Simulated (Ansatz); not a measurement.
**BaOsO3 (Pm-3m): how robust is the cRPA U?**

What does U in BaOsO3 (Pm-3m) depend on besides the window?

Main program and level: Ansatz 0.2.0; constrained RPA on LDA, plane waves, PAW.

Report form: the programs' logs are mostly left out.

## (1) The starting structure

The structure is cubic, space group Pm-3m (No. 221). The conventional cell has a = 4.064 Å, b = 4.064 Å, c = 4.064 Å, α = 90.00°, β = 90.00°, γ = 90.00°. Nearest to Ba lie 12 O at 2.87 Å. Nearest to Os lie 6 O at 2.03 Å. Nearest to O lie 2 Os at 2.03 Å and 4 Ba at 2.87 Å. Farther neighbours and most contacts between anions are not listed.

The cell and positions are those that the Materials Project relaxed with its own functionals (PBE, PBE+U or r2SCAN), kept fixed. The program's search for lower electronic states was switched off, so nothing shows that the state found is the lowest. Spin-orbit coupling is left out unless a step names it. The default PAW set here is soft_2. Its files were made with PBE; for other functionals the partial waves and projectors stay those of PBE.

## (2) Base: Os t2g, bands v2 to c1, 6×6×6 mesh, medium accuracy

Constrained RPA screens the interaction with every transition except those inside the target bands, which a later many-body model would treat itself.

Input file input.yaml:

```yaml
crystal:
  lattice:
    - [-4.06423, 0.0, 0.0]
    - [0.0, 0.0, -4.06423]
    - [0.0, -4.06423, 0.0]
  atoms:
    - { symbol: Ba, position: [0.0, 0.0, 0.0] }
    - { symbol: Os, position: [0.5, 0.5, 0.5] }
    - { symbol: O, position: [0.0, 0.5, 0.5] }
    - { symbol: O, position: [0.5, 0.0, 0.5] }
    - { symbol: O, position: [0.5, 0.5, 0.0] }
kpoints:
  mp_grid: { grid: [6, 6, 6] }
hamiltonian:
  xc: lda
scf:
  occupations: { method: gaussian, width: 0.08 }
  n_extra_bands: 19
  max_iter: 150
  lower_state_search: "off"
output:
  crpa:
    kmesh: [6, 6, 6]
    target_bands: [v2, c1]
    projections: [{ species: Os, l: d, shell: 5, orbitals: [dxz, dyz, dxy] }]
  local_orbitals:
    kmesh: [6, 6, 6]
    orbitals: [{ species: Os, l: d, shell: 5, orbitals: [dxz, dyz, dxy] }]
    window: { bands: [v2, c1] }
    seedname: lo
```

Started as:

```console
> ansatz run input.yaml --threads 4 --pin off --max-ram 14745MiB --backend cpu --events-out ev --progress --plain --runs-dir out
```

Elapsed: 3.3 min, on 4 threads of Arm Neoverse V1, shared host; peak memory 0.81 GiB; 13 min of CPU time.

This step gave:

```yaml
u: 2.391 eV
u_prime_inter_orbital: 1.843 eV
j: 0.2307 eV
bare_v: 10.48 eV
bare_j: 0.3319 eV
stated_bound_on_u: 0.003436 eV
u_over_bare_v: 0.2281
electrons_in_the_window: 4.000
head_of_the_constrained_inverse_dielectric_matrix: 0.1505
least_eigenvalue_of_the_projection_s_overlap: 0.5721
target_functions: 3
bands_in_the_sums: 46
r_m_s_miss_of_the_model_bands: 0.02396 eV
width_of_the_target_bands: 3.718 eV
weight_of_the_projected_orbitals_in_the_window: 0.6488
```

On the Os t2g shell, screening brings the on-site interaction from 10.5 eV down to U = 2.39 eV.

## (3) Changed: 4×4×4 mesh

input.yaml, the sections that differ from step 2:

```yaml
output:
  crpa:
    kmesh: [4, 4, 4]
    target_bands: [v2, c1]
    projections: [{ species: Os, l: d, shell: 5, orbitals: [dxz, dyz, dxy] }]
# crystal, kpoints, hamiltonian, scf: as in step 2
```

Elapsed: 35 s, on 4 threads; peak memory 0.58 GiB; 2.2 min of CPU time.

This step gave:

| Property | Result |
| --- | --- |
| U | 2.399 eV |
| U prime (inter-orbital) | 1.843 eV |
| J | 0.2349 eV |
| bare V | 10.64 eV |
| bare J | 0.3382 eV |
| stated bound on U | 0.003431 eV |
| U over bare V | 0.2256 |
| electrons in the window | 4.000 |
| head of the constrained inverse dielectric matrix | 0.1330 |
| least eigenvalue of the projection's overlap | 0.5721 |
| target functions | 3 |
| bands in the sums | 46 |
| width of the target bands | 3.718 eV |
| weight of the projected orbitals in the window | 0.6488 |

On the Os t2g shell, screening brings the on-site interaction from 10.6 eV down to U = 2.40 eV.

## (4) Changed: 2×2×2 mesh

input.yaml: that of step 3 with these lines changed.

```diff
@@ -22,3 +22,3 @@
   crpa:
-    kmesh: [4, 4, 4]
+    kmesh: [2, 2, 2]
     target_bands: [v2, c1]
```

Run time: 5.8 s. Hardware: 4 threads; peak memory 0.52 GiB.

Numbers from this step:

```
U                                                 : 2.666 eV
U prime (inter-orbital)                           : 2.036 eV
J                                                 : 0.2677 eV
bare V                                            : 11.67 eV
bare J                                            : 0.3867 eV
stated bound on U                                 : 0.003806 eV
U over bare V                                     : 0.2285
electrons in the window                           : 4.000
head of the constrained inverse dielectric matrix : 0.1105
least eigenvalue of the projection's overlap      : 0.5721
target functions                                  : 3
bands in the sums                                 : 46
width of the target bands                         : 3.718 eV
weight of the projected orbitals in the window    : 0.6488
```

On the Os t2g shell, screening brings the on-site interaction from 11.7 eV down to U = 2.67 eV.

## (5) Changed: smooth pair densities

input.yaml: that of step 4 with these lines changed.

```diff
@@ -22,4 +22,5 @@
   crpa:
-    kmesh: [2, 2, 2]
+    kmesh: [6, 6, 6]
     target_bands: [v2, c1]
     projections: [{ species: Os, l: d, shell: 5, orbitals: [dxz, dyz, dxy] }]
+    pair_densities: pseudo
```

It took 3.1 min on 4 threads; peak memory 0.72 GiB.

This step gave:

| Quantity | Value |
| --- | --- |
| U | 2.406 eV |
| U prime (inter-orbital) | 1.841 eV |
| J | 0.2381 eV |
| bare V | 10.48 eV |
| bare J | 0.3319 eV |
| stated bound on U | 0.003498 eV |
| U over bare V | 0.2295 |
| electrons in the window | 4.000 |
| head of the constrained inverse dielectric matrix | 0.1507 |
| least eigenvalue of the projection's overlap | 0.5721 |
| target functions | 3 |
| bands in the sums | 46 |
| width of the target bands | 3.718 eV |
| weight of the projected orbitals in the window | 0.6488 |

On the Os t2g shell, screening brings the on-site interaction from 10.5 eV down to U = 2.41 eV.

## (6) Changed: accuracy low

input.yaml: that of step 5 with these lines changed.

```diff
@@ -25,2 +25,2 @@
     projections: [{ species: Os, l: d, shell: 5, orbitals: [dxz, dyz, dxy] }]
-    pair_densities: pseudo
+    accuracy: low
```

Run time: 88 s. Hardware: 4 threads; peak memory 0.75 GiB; 5.6 min of CPU time.

This step gave:

- U: 2.360 eV
- U prime (inter-orbital): 1.818 eV
- J: 0.2289 eV
- bare V: 10.48 eV
- bare J: 0.3319 eV
- stated bound on U: 0.08020 eV
- U over bare V: 0.2251
- electrons in the window: 4.000
- head of the constrained inverse dielectric matrix: 0.1504
- least eigenvalue of the projection's overlap: 0.5721
- target functions: 3
- bands in the sums: 46
- width of the target bands: 3.718 eV
- weight of the projected orbitals in the window: 0.6488

On the Os t2g shell, screening brings the on-site interaction from 10.5 eV down to U = 2.36 eV.

## (7) Changed: a wide Fermi-Dirac smearing

input.yaml: that of step 6 with these lines changed.

```diff
@@ -16,3 +16,3 @@
 scf:
-  occupations: { method: gaussian, width: 0.08 }
+  occupations: { method: fermi_dirac, width: 1.0 }
   n_extra_bands: 19
@@ -25,2 +25 @@
     projections: [{ species: Os, l: d, shell: 5, orbitals: [dxz, dyz, dxy] }]
-    accuracy: low
```

The job ended after 2.3 s (4 threads; peak memory 0.61 GiB).

The self-consistent loop converged; the step after it was not made. The program's words: cRPA refused: cRPA: band v11 at k-index 0 must be full below output.crpa.target_bands = [v2, c1] or empty above, but its occupation deviates by 4.03e-3 of a full band (tolerance 1e-3). Include the band in the window or, for the tail of a fermi_dirac temperature, lower scf.occupations.width or leave the width out

The fault put into this input: a wide Fermi-Dirac smearing.

## (8) Changed: volume +3 %

The cell differs from the one that the last finished run ended in (a 4.064 → 4.104 Å, b 4.064 → 4.104 Å, c 4.064 → 4.104 Å).

input.yaml: that of step 7 with these lines changed.

```diff
@@ -2,5 +2,5 @@
   lattice:
-    - [-4.06423, 0.0, 0.0]
-    - [0.0, 0.0, -4.06423]
-    - [0.0, -4.06423, 0.0]
+    - [-4.1044725182, 0.0, 0.0]
+    - [0.0, 0.0, -4.1044725182]
+    - [0.0, -4.1044725182, 0.0]
   atoms:
@@ -16,3 +16,3 @@
 scf:
-  occupations: { method: fermi_dirac, width: 1.0 }
+  occupations: { method: gaussian, width: 0.08 }
   n_extra_bands: 19
@@ -25 +25,6 @@
     projections: [{ species: Os, l: d, shell: 5, orbitals: [dxz, dyz, dxy] }]
+  local_orbitals:
+    kmesh: [6, 6, 6]
+    orbitals: [{ species: Os, l: d, shell: 5, orbitals: [dxz, dyz, dxy] }]
+    window: { bands: [v2, c1] }
+    seedname: lo
```

Elapsed: 3.3 min, on 4 threads; peak memory 0.82 GiB; 13 min of CPU time.

Numbers from this step:

| Item | Value |
| --- | --- |
| U | 2.339 eV |
| U prime (inter-orbital) | 1.792 eV |
| J | 0.2291 eV |
| bare V | 10.46 eV |
| bare J | 0.3309 eV |
| stated bound on U | 0.003358 eV |
| U over bare V | 0.2237 |
| electrons in the window | 4.000 |
| head of the constrained inverse dielectric matrix | 0.1428 |
| least eigenvalue of the projection's overlap | 0.5701 |
| target functions | 3 |
| bands in the sums | 46 |
| r.m.s. miss of the model bands | 0.02352 eV |
| width of the target bands | 3.551 eV |
| weight of the projected orbitals in the window | 0.6487 |

On the Os t2g shell, screening brings the on-site interaction from 10.5 eV down to U = 2.34 eV.

## (9) Changed: r2SCAN

This step: constrained RPA on r2SCAN, plane waves, PAW.

input.yaml, the sections that differ from step 8:

```yaml
crystal:
  lattice:
    - [-4.06423, 0.0, 0.0]
    - [0.0, 0.0, -4.06423]
    - [0.0, -4.06423, 0.0]
  atoms:
    - { symbol: Ba, position: [0.0, 0.0, 0.0] }
    - { symbol: Os, position: [0.5, 0.5, 0.5] }
    - { symbol: O, position: [0.0, 0.5, 0.5] }
    - { symbol: O, position: [0.5, 0.0, 0.5] }
    - { symbol: O, position: [0.5, 0.5, 0.0] }
hamiltonian:
  xc: r2scan
output:
  crpa:
    kmesh: [6, 6, 6]
    target_bands: [v2, c1]
    projections: [{ species: Os, l: d, shell: 5, orbitals: [dxz, dyz, dxy] }]
# kpoints, scf: as in step 8
```

Elapsed: 4.8 min, on 4 threads; peak memory 0.97 GiB.

This step gave:

| Property | Result |
| --- | --- |
| U | 2.674 eV |
| U prime (inter-orbital) | 2.098 eV |
| J | 0.2460 eV |
| bare V | 10.75 eV |
| bare J | 0.3489 eV |
| stated bound on U | 0.004214 eV |
| U over bare V | 0.2488 |
| electrons in the window | 4.000 |
| head of the constrained inverse dielectric matrix | 0.1799 |
| least eigenvalue of the projection's overlap | 0.5761 |
| target functions | 3 |
| bands in the sums | 46 |
| width of the target bands | 3.707 eV |
| weight of the projected orbitals in the window | 0.6578 |

On the Os t2g shell, screening brings the on-site interaction from 10.7 eV down to U = 2.67 eV.

## (10) Changed: potentials

This step: constrained RPA on LDA, plane waves, PAW.

input.yaml: that of step 9 with these lines changed.

```diff
@@ -14,3 +14,4 @@
 hamiltonian:
-  xc: r2scan
+  xc: lda
+  pseudopotentials: { kind: paw, source: ansatz }
 scf:
```

The job ended after 8.2 min (4 threads; peak memory 1.6 GiB).

This step gave:

```
U                                                 : 2.384 eV
U prime (inter-orbital)                           : 1.838 eV
J                                                 : 0.2298 eV
bare V                                            : 10.48 eV
bare J                                            : 0.3317 eV
stated bound on U                                 : 0.008365 eV
U over bare V                                     : 0.2276
electrons in the window                           : 4.000
head of the constrained inverse dielectric matrix : 0.1499
least eigenvalue of the projection's overlap      : 0.5706
target functions                                  : 3
bands in the sums                                 : 46
width of the target bands                         : 3.726 eV
weight of the projected orbitals in the window    : 0.6473
```

On the Os t2g shell, screening brings the on-site interaction from 10.5 eV down to U = 2.38 eV.

## (11) Changed: volume -6 %

The cell differs from the one that the last finished run ended in (a 4.064 → 3.981 Å, b 4.064 → 3.981 Å, c 4.064 → 3.981 Å).

input.yaml: that of step 10 with these lines changed.

```diff
@@ -2,5 +2,5 @@
   lattice:
-    - [-4.06423, 0.0, 0.0]
-    - [0.0, 0.0, -4.06423]
-    - [0.0, -4.06423, 0.0]
+    - [-3.9812632506, 0.0, 0.0]
+    - [0.0, 0.0, -3.9812632506]
+    - [0.0, -3.9812632506, 0.0]
   atoms:
@@ -15,3 +15,2 @@
   xc: lda
-  pseudopotentials: { kind: paw, source: ansatz }
 scf:
@@ -26 +25,6 @@
     projections: [{ species: Os, l: d, shell: 5, orbitals: [dxz, dyz, dxy] }]
+  local_orbitals:
+    kmesh: [6, 6, 6]
+    orbitals: [{ species: Os, l: d, shell: 5, orbitals: [dxz, dyz, dxy] }]
+    window: { bands: [v2, c1] }
+    seedname: lo
```

The job ended after 2.6 min (4 threads; peak memory 0.79 GiB).

This step gave:

```yaml
u: 2.480 eV
u_prime_inter_orbital: 1.932 eV
j: 0.2335 eV
bare_v: 10.53 eV
bare_j: 0.3334 eV
stated_bound_on_u: 0.003587 eV
u_over_bare_v: 0.2356
electrons_in_the_window: 4.000
head_of_the_constrained_inverse_dielectric_matrix: 0.1622
least_eigenvalue_of_the_projection_s_overlap: 0.5711
target_functions: 3
bands_in_the_sums: 46
r_m_s_miss_of_the_model_bands: 0.02512 eV
width_of_the_target_bands: 4.091 eV
weight_of_the_projected_orbitals_in_the_window: 0.6484
```

On the Os t2g shell, screening brings the on-site interaction from 10.5 eV down to U = 2.48 eV.

## (12) Changed: PBEsol

This step: constrained RPA on PBEsol, plane waves, PAW.

input.yaml, the sections that differ from step 11:

```yaml
crystal:
  lattice:
    - [-4.06423, 0.0, 0.0]
    - [0.0, 0.0, -4.06423]
    - [0.0, -4.06423, 0.0]
  atoms:
    - { symbol: Ba, position: [0.0, 0.0, 0.0] }
    - { symbol: Os, position: [0.5, 0.5, 0.5] }
    - { symbol: O, position: [0.0, 0.5, 0.5] }
    - { symbol: O, position: [0.5, 0.0, 0.5] }
    - { symbol: O, position: [0.5, 0.5, 0.0] }
hamiltonian:
  xc: pbesol
output:
  crpa:
    kmesh: [6, 6, 6]
    target_bands: [v2, c1]
    projections: [{ species: Os, l: d, shell: 5, orbitals: [dxz, dyz, dxy] }]
# kpoints, scf: as in step 11
```

It took 3.3 min on 4 threads; peak memory 0.8 GiB.

Numbers from this step:

```yaml
u: 2.393 eV
u_prime_inter_orbital: 1.845 eV
j: 0.2309 eV
bare_v: 10.48 eV
bare_j: 0.3321 eV
stated_bound_on_u: 0.003415 eV
u_over_bare_v: 0.2283
electrons_in_the_window: 4.000
head_of_the_constrained_inverse_dielectric_matrix: 0.1508
least_eigenvalue_of_the_projection_s_overlap: 0.5716
target_functions: 3
bands_in_the_sums: 46
width_of_the_target_bands: 3.721 eV
weight_of_the_projected_orbitals_in_the_window: 0.6481
```

On the Os t2g shell, screening brings the on-site interaction from 10.5 eV down to U = 2.39 eV.

## (13) Side by side

Times are wall times on 4 threads of Arm Neoverse V1, shared host, good to a factor of about two.

```csv
run,bare V (eV),U (eV),J (eV),bound on U (eV),width (eV),time
target window,10.48,2.391,0.231,0.0034,3.72,3.3 min
4×4×4 mesh,10.64,2.399,0.235,0.0034,3.72,35 s
2×2×2 mesh,11.67,2.666,0.268,0.0038,3.72,5.8 s
smooth pair densities,10.48,2.406,0.238,0.0035,3.72,3.1 min
accuracy low,10.48,2.360,0.229,0.0802,3.72,88 s
volume +3 %,10.46,2.339,0.229,0.0034,3.55,3.3 min
r2SCAN,10.75,2.674,0.246,0.0042,3.71,4.8 min
potentials,10.48,2.384,0.230,0.0084,3.73,8.2 min
volume -6 %,10.53,2.480,0.233,0.0036,4.09,2.6 min
PBEsol,10.48,2.393,0.231,0.0034,3.72,3.3 min
```

## (14) Results

```
target window         : U 2.39 eV, J 0.23 eV
4×4×4 mesh            : U 2.40 eV, J 0.23 eV
2×2×2 mesh            : U 2.67 eV, J 0.27 eV
smooth pair densities : U 2.41 eV, J 0.24 eV
accuracy low          : U 2.36 eV, J 0.23 eV
volume +3 %           : U 2.34 eV, J 0.23 eV
r2SCAN                : U 2.67 eV, J 0.25 eV
potentials            : U 2.38 eV, J 0.23 eV
volume -6 %           : U 2.48 eV, J 0.23 eV
PBEsol                : U 2.39 eV, J 0.23 eV
```

What this shows: 4×4×4 mesh moves U by +0.01 eV at 0.18 times the time. 2×2×2 mesh moves U by +0.27 eV at 0.029 times the time. Smooth pair densities moves U by +0.02 eV. Accuracy low moves U by −0.03 eV (within the solver's bounds, for the mean over orbitals) at 0.44 times the time. Volume +3 % moves U by −0.05 eV. r2SCAN moves U by +0.28 eV. Potentials moves U by −0.01 eV (within the solver's bounds, for the mean over orbitals) at 2.5 times the time. Volume -6 % moves U by +0.09 eV. PBEsol moves U by +0.002 eV (within the solver's bounds, for the mean over orbitals). The printed bound covers the solver alone, not the mesh, and no denser mesh than the base was run. The parent state is non-magnetic and the interaction static (zero frequency); U depends on the window and the orbitals, so it belongs to this model alone. Spin-orbit coupling, which is strong for atoms this heavy, is left out.

[Paths, hosts, dates, memory and timing lines, banners, echoed tables and standing remarks are left out of the program output.]

[Logs are printed without paths, hosts, clocks, repeated set-up lines and the standing remarks that a program may print on its own settings, such as how far it seeks lower states.]

[Runs of the session that timed out or met a known fault of the program may be left out.]

[Hosts, paths, dates, database ids (printed as entryN), source tags and the programs' standing remarks are cut or masked in the printed files.]
